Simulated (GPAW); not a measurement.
# Optical response of Pb

Aim: the dielectric function of Pb, and the optical constants that follow from it.

Method: DFT, PBE, plane-wave PAW (GPAW data sets), scalar-relativistic, RPA, optical limit, in GPAW 26.7.0.

### Step 1. The structure

The structure is cubic, space group Fm-3m (No. 225). The conventional cell has a = 4.950 Å, b = 4.950 Å, c = 4.950 Å, α = 90.00°, β = 90.00°, γ = 90.00°. Nearest to Pb lie 12 Pb at 3.50 Å.

Coordinates:

```cif
data_structure
_symmetry_space_group_name_H-M 'Fm-3m'
_symmetry_Int_Tables_number 225
_cell_length_a 4.9500
_cell_length_b 4.9500
_cell_length_c 4.9500
_cell_angle_alpha 90.000
_cell_angle_beta 90.000
_cell_angle_gamma 90.000
_cell_volume 121.29
loop_
_atom_site_label
_atom_site_type_symbol
_atom_site_symmetry_multiplicity
_atom_site_Wyckoff_symbol
_atom_site_fract_x
_atom_site_fract_y
_atom_site_fract_z
_atom_site_occupancy
Pb1 Pb 4 a 0.00000 0.00000 0.00000 1
```

### Step 2. Bands for the response

At the fixed density, many empty bands are solved on the mesh of the response, since the spectrum sums over them.

This step: DFT, PBE, plane-wave PAW (GPAW data sets), scalar-relativistic, bands at fixed density (GPAW 26.7.0).

The input, nscf.py:

```python
from ase.dft.bandgap import bandgap
from gpaw import GPAW, FermiDirac

calc = GPAW('gs.gpw').fixed_density(kpts={'size': (15, 15, 15), 'gamma': True}, nbands=30, convergence={'bands': 24},
                                    occupations=FermiDirac(0.05), txt='nscf.txt')
print('gap (eV)', bandgap(calc, output=None)[0])
print('direct gap (eV)', bandgap(calc, direct=True, output=None)[0])
print('top band over the Fermi level (eV)', min(calc.get_eigenvalues(kpt=k)[23] for k in range(len(calc.get_ibz_k_points()))) - calc.get_fermi_level())
calc.write('full.gpw', mode='all')
```

On the command line:

```bash
> OMP_NUM_THREADS=1 python nscf.py
```

Numbers of over 12 decimals in the logs are rounded to 6 here.

What it wrote:

```text
Diagonalizing LCAO Hamiltonian
Converting LCAO to pw mode
convergence criteria:
- Maximum integral of absolute [eigenst]ate change: 4e-08 eV^2 / valence electron
maximum number of iterations: 150

SCF iterations
|iter     |      energy | eigst |  dens |
|iter:   1||             | +3.43 |       |
|iter:   2||             | +1.74 |       |
|iter:   3||             | -0.15 |       |
|iter:   4||             | -1.77 |       |
|iter:   5||             | -3.33 |       |
|iter:   6||             | -4.79 |       |
|iter:   7||             | -6.32 |       |
|iter:   8||             | -7.41c|       |
SCF steps: 8
  __  _  _
 | _ |_)|_||  |
 |__||  | ||/\| - 26.7.0

Versions:
  Python: 3.12.14
  ASE:    3.29.0
  Numpy:  2.5.5
  Scipy:  1.18.1
  Libxc:  7.0.0

Input parameters:
  mode=PW(ecut=500.0),
  convergence={'bands': 24},
  gpts=array([20, 20, 20]),
  kpts=MonkhorstPack(size=(15, 15, 15), gamma=True),
  maxiter=150,
  nbands=30,
  occupations=Occupations(name='fermi-dirac', width=0.05, fixmagmom=False),
  parallel={},
  xc=XC(name='PBE')

--- standard output ---
gap (eV) 0.0
direct gap (eV) 0.0
top band over the Fermi level (eV) 29.161396
```

Elapsed: 40 s, on 1 thread of Arm Neoverse V1, shared host; peak memory 0.19 GiB.

### Step 3. Dielectric function, RPA

Local fields let the induced charge screen the field inside the cell, which as a rule lowers ε, most along directions where the density is uneven.

This step: DFT, PBE, plane-wave PAW (GPAW data sets), scalar-relativistic, RPA, optical limit (GPAW 26.7.0).

The input, df.py:

```python
from gpaw.response.df import DielectricFunction

df = DielectricFunction('full.gpw', frequencies={'type': 'nonlinear', 'domega0': 0.03, 'omega2': 8},
                        ecut=50,
                        eta=0.15,
                        nbands=24,
                        rate=0.05,
                        txt='df.txt')
for direction in ['x']:
    df.get_dielectric_function(xc='RPA', direction=direction, filename=f'df_{direction}.csv')
```

On the command line:

```bash
> OMP_NUM_THREADS=1 python df.py
```

What it wrote:

```text
Using integrator: PointIntegrator
NonLinearFrequencyDescriptor(from 0.000 to 57.067 eV, 482 points)
Nonperiodic BCs:  [False False False]
Using integrator: PointIntegrator
NonLinearFrequencyDescriptor(from 0.000 to 57.067 eV, 482 points)
Nonperiodic BCs:  [False False False]
Using integrator: PointIntegrator

Calculating chi0 body with:
    Ground state adapter containing:
    Number of spins: 1
    Number of kpoints: 3375
    Number of irreducible kpoints: 120
    Number of completely occupied states: 6
    Number of partially occupied states: 9

    Linear response parametrization:
    q_c: [0.0, 0.0, 0.0]
    Number of frequency points: 482
    Planewave cutoff: 50.0
    Number of bands: 24
    Number of planewaves: 27
    Broadening (eta): 0.15

Integrating chi0 body.

Symmetries of q_c:
    Direct symmetries (Uq -> q): 48
    Indirect symmetries (TUq -> q): 0
In total 48 allowed symmetries.

120 groups of equivalent kpoints. 96.444444% reduction.

Integral kind: spectral function

Calculating chi0 optical extensions with:
    Ground state adapter containing:
    Number of spins: 1
    Number of kpoints: 3375
    Number of irreducible kpoints: 120
    Number of completely occupied states: 6
    Number of partially occupied states: 9

    Linear response parametrization:
    Number of frequency points: 482
    Planewave cutoff: 50.0
    Number of bands: 24
    Number of planewaves: 27
    Broadening (eta): 0.15
Integrating chi0 head and wings.

Symmetries of q_c:
    Direct symmetries (Uq -> q): 48
    Indirect symmetries (TUq -> q): 0
In total 48 allowed symmetries.

120 groups of equivalent kpoints. 96.444444% reduction.

Integral kind: spectral function wings

Calculating drude chi0 with:
    Number of frequency points:482
    Plasma frequency decay rate: 0.05 eV

    Ground state adapter containing:
    Number of spins: 1
    Number of kpoints: 3375
    Number of irreducible kpoints: 120
    Number of completely occupied states: 6
    Number of partially occupied states: 9

Symmetries of q_c:
    Direct symmetries (Uq -> q): 48
    Indirect symmetries (TUq -> q): 0
In total 48 allowed symmetries.

120 groups of equivalent kpoints. 96.444444% reduction.

Integral kind: intraband
Plasma frequency:
[[9.73-0.j 0.  +0.j 0.  +0.j]
 [0.  +0.j 9.73-0.j 0.  +0.j]
 [0.  +0.j 0.  +0.j 9.73-0.j]]
```

Elapsed: 10 s, on 1 thread; peak memory 0.2 GiB.

Some rows of df_x.csv (energy; Re and Im without local fields; Re and Im with them):

```text
0.000000, 37882.306943, -0.000000, 37881.376001, -0.000000
0.460735, -411.058398, 95.483737, -412.038405, 95.447007
0.943989, -80.160439, 17.094724, -81.356071, 16.894472
1.451455, -23.996574, 22.823614, -25.257244, 22.071655
1.984998, -12.639769, 20.988990, -13.714367, 19.818326
2.546682, -19.782325, 24.904792, -19.140058, 23.691204
3.138794, -15.309603, 12.286069, -14.915665, 11.665143
3.763875, -14.128924, 7.996129, -13.656383, 7.853147
4.424758, -8.520300, 2.747705, -8.513864, 2.577063
5.124608, -6.560656, 1.724732, -6.544383, 1.616578
5.866977, -4.224806, 0.931394, -4.303145, 0.823359
6.655862, -2.465753, 0.771654, -2.658481, 0.602817
7.495775, -1.749262, 0.958682, -1.867366, 0.701513
8.391833, -1.452097, 1.229815, -1.328239, 0.904283
9.349861, -1.170753, 0.913945, -1.013649, 0.727515
10.376517, -0.791975, 0.802728, -0.631633, 0.678036
11.479449, -0.473315, 0.482707, -0.380216, 0.388424
12.667487, -0.140489, 0.364769, -0.077214, 0.262398
13.950874, 0.137227, 0.248061, 0.174758, 0.184588
```

Sum at mesh points, not converged in k. Im ε, E ∥ x against photon energy; read off at these points:

| photon energy (eV) | Im ε, E ∥ x |
| --- | --- |
| 0.500 | 75.6 |
| 0.750 | 24.6 |
| 1.000 | 17.2 |
| 1.250 | 17.0 |
| 1.500 | 22.9 |
| 1.556 | 23.4 |
| 1.750 | 18.5 |
| 2.000 | 19.8 |
| 2.250 | 23.2 |
| 2.394 | 26.0 |
| 2.500 | 24.9 |
| 2.750 | 14.8 |
| 3.000 | 11.8 |
| 3.250 | 10.0 |
| 3.500 | 8.92 |
| 3.750 | 8.07 |
| 4.000 | 4.75 |
| 4.250 | 2.86 |
| 4.500 | 2.74 |
| 4.750 | 2.72 |
| 5.000 | 1.91 |
| 5.250 | 1.39 |
| 5.500 | 0.993 |
| 5.750 | 0.921 |
| 6.000 | 0.734 |
| 6.250 | 0.639 |
| 6.500 | 0.621 |
| 6.750 | 0.617 |
| 7.000 | 0.724 |
| 7.250 | 0.888 |
| 7.500 | 0.699 |
| 7.750 | 0.702 |
| 8.000 | 0.829 |
| 8.250 | 0.915 |
| 8.500 | 0.799 |
| 8.750 | 0.732 |
| 9.000 | 0.801 |
| 9.250 | 0.807 |
| 9.500 | 0.649 |
| 9.750 | 0.594 |
| 10.000 | 0.624 |
| 10.250 | 0.701 |
| 10.500 | 0.670 |
| 10.750 | 0.540 |
| 11.000 | 0.465 |
| 11.250 | 0.433 |
| 11.500 | 0.388 |
| 11.750 | 0.405 |
| 12.000 | 0.373 |
| 12.250 | 0.295 |
| 12.500 | 0.254 |
| 12.750 | 0.274 |
| 13.000 | 0.260 |
| 13.250 | 0.258 |
| 13.500 | 0.231 |
| 13.750 | 0.182 |

Values under 1 per cm are given as 1; sum at mesh points, not converged in k. Table of absorption coefficient, E ∥ x by photon energy:

```csv
photon energy (eV),"absorption coefficient, E ∥ x (1/cm)"
0.492,9.5e5
1.010,8.5e5
1.486,8.1e5
1.985,8.7e5
2.508,1.3e6
3.018,1.3e6
3.510,1.3e6
3.980,1.5e6
4.516,1.3e6
4.981,1.4e6
5.515,1.3e6
6.021,1.2e6
6.494,1.1e6
6.985,1.0e6
7.496,1.1e6
8.026,9.8e5
8.516,1.0e6
9.023,9.7e5
9.483,9.8e5
10.026,8.9e5
10.519,9.4e5
11.029,8.7e5
11.479,7.9e5
12.023,7.7e5
12.504,5.9e5
13.000,5.1e5
13.512,4.3e5
```

The Im ε, E ∥ x has structure finer than the step of the table below, so its rows give means over 0.5 eV, whole bins alone (the curve runs from 0.305 to 14.0 eV). Peaks (eV: height): without local fields 1.56: 24.3, 2.39: 27.8; with local fields 1.56: 23.4, 2.39: 26.0.

Sum at mesh points, not converged in k. Table of Im ε, E ∥ x by photon energy; means over each step:

```csv
photon energy (eV),without local fields,with local fields
1.0,18.8,18.6
1.5,21.5,20.7
2.0,21.4,20.1
2.5,24.1,22.7
3.0,12.7,12.0
3.5,9.60,9.12
4.0,5.03,4.94
4.5,2.93,2.76
5.0,2.10,1.98
5.5,1.15,1.05
6.0,0.864,0.754
6.5,0.764,0.617
7.0,1.03,0.750
7.5,1.02,0.735
8.0,1.24,0.817
8.5,1.15,0.822
9.0,1.11,0.796
9.5,0.864,0.667
10.0,0.856,0.640
10.5,0.767,0.649
11.0,0.572,0.472
11.5,0.497,0.401
12.0,0.416,0.363
12.5,0.351,0.269
13.0,0.334,0.261
13.5,0.281,0.227
```

Sum at mesh points, not converged in k. The reflectivity at normal incidence, E ∥ x by photon energy; read off at these points:

photon energy (eV), reflectivity at normal incidence, E ∥ x (%) and a bar from the least value:
```
     0.50       97.8 ##############################
     1.00       94.5 #############################
     1.50       78.0 ######################
     2.00       68.9 ##################
     2.50       72.2 ###################
     3.00       74.7 ####################
     3.50       74.5 ####################
     4.00       83.0 ########################
     4.29       85.8 #########################
     4.50       81.8 #######################
     5.00       84.3 ########################
     5.42       87.3 ##########################
     5.50       87.2 ##########################
     6.00       86.4 #########################
     6.50       83.4 ########################
     7.00       73.1 ####################
     7.50       71.1 ###################
     8.00       57.9 #############
     8.50       57.8 #############
     9.00       49.9 ##########
     9.50       53.6 ############
    10.00       45.8 ########
    10.50       43.6 ########
    10.81       49.6 ##########
    11.00       48.7 ##########
    11.50       45.5 ########
    12.00       43.4 #######
    12.10       45.5 ########
    12.50       41.2 #######
    13.00       30.4 ##
    13.50       25.4
```

Sum at mesh points, not converged in k. Loss function −Im 1/ε at q → 0, E ∥ x against energy loss; read off at these points:

energy loss (eV), loss function −Im 1/ε at q → 0, E ∥ x and a bar:
```
    0.500       0.00 
    0.750       0.00 
    1.000       0.00 
    1.250       0.01 
    1.500       0.02 
    1.750       0.02 
    2.000       0.03 
    2.250       0.04 
    2.500       0.03 
    2.750       0.02 
    3.000       0.03 
    3.250       0.03 
    3.500       0.04 
    3.750       0.03 
    4.000       0.03 
    4.250       0.03 
    4.500       0.04 
    4.750       0.04 
    5.000       0.04 
    5.250       0.03 
    5.500       0.03 
    5.750       0.04 
    6.000       0.04 
    6.250       0.05 
    6.500       0.07 
    6.750       0.09 #
    7.000       0.15 #
    7.250       0.18 #
    7.500       0.18 #
    7.750       0.26 ##
    8.000       0.33 ##
    8.250       0.38 ###
    8.500       0.35 ##
    8.750       0.43 ###
    9.000       0.50 ###
    9.250       0.48 ###
    9.500       0.51 ###
    9.750       0.64 ####
   10.000       0.77 #####
   10.250       0.80 #####
   10.500       0.78 #####
   10.750       0.76 #####
   11.000       0.93 ######
   11.250       1.09 #######
   11.500       1.35 #########
   11.750       1.60 ###########
   12.000       1.56 ##########
   12.250       2.16 ##############
   12.500       2.93 ###################
   12.750       3.48 #######################
   13.000       3.78 #########################
   13.250       3.83 #########################
   13.500       4.23 ############################
   13.599       4.52 ##############################
   13.750       4.07 ###########################
```

Optical constants at common wavelengths, from n + ik = √ε:

| wavelength (nm) | n | k | R (%) | 1/α |
| --- | --- | --- | --- | --- |
| 1550 | 0.95 | 11.205 | 97.1 | 11 nm |
| 633 | 2.26 | 4.382 | 69.7 | 11 nm |
| 450 | 1.55 | 4.730 | 78.5 | 7.6 nm |
| 405 | 1.48 | 4.093 | 74.2 | 7.9 nm |
| 365 | 1.21 | 3.820 | 75.2 | 7.6 nm |
| 248 | 0.36 | 2.683 | 84.3 | 7.4 nm |
| 193 | 0.18 | 1.759 | 84.3 | 8.7 nm |

A polished face would reflect 68 % of daylight and look faintly violet (CIE x = 0.304, y = 0.312 under D65).

### Step 4. Outcome

What this shows: At this level (PBE, RPA) Pb is a metal. The mesh is too coarse to trust the carriers' weight, the reflectivity or the colour to better than tens of per cent. A polished face would reflect 68 % of daylight and look faintly violet (CIE x = 0.304, y = 0.312 under D65). The carriers' damping of 0.05 eV is typed, not computed; it shapes the response at the lowest energies. Spin-orbit coupling is left out although heavy atoms are present. GPAW's carrier term has the form −ωp²/(ω + i·rate)², which damps like twice the rate and fails at low energy, so the curves leave the lowest energies out. The sum runs over mesh points 0.15 Å⁻¹ apart with no interpolation, so peaks are partly noise of the mesh, and the Drude plasma energy, a sum over the Fermi surface, isn't converged.

[Machine, clock and banner lines and Python warnings are left out of the logs.]

[Logs are printed without paths, hosts, clocks, repeated set-up lines and the standing remarks that a program may print on its own settings, such as how far it seeks lower states.]

[Hosts, paths, dates, database ids (printed as entryN), source tags and the programs' standing remarks are cut or masked in the printed files.]
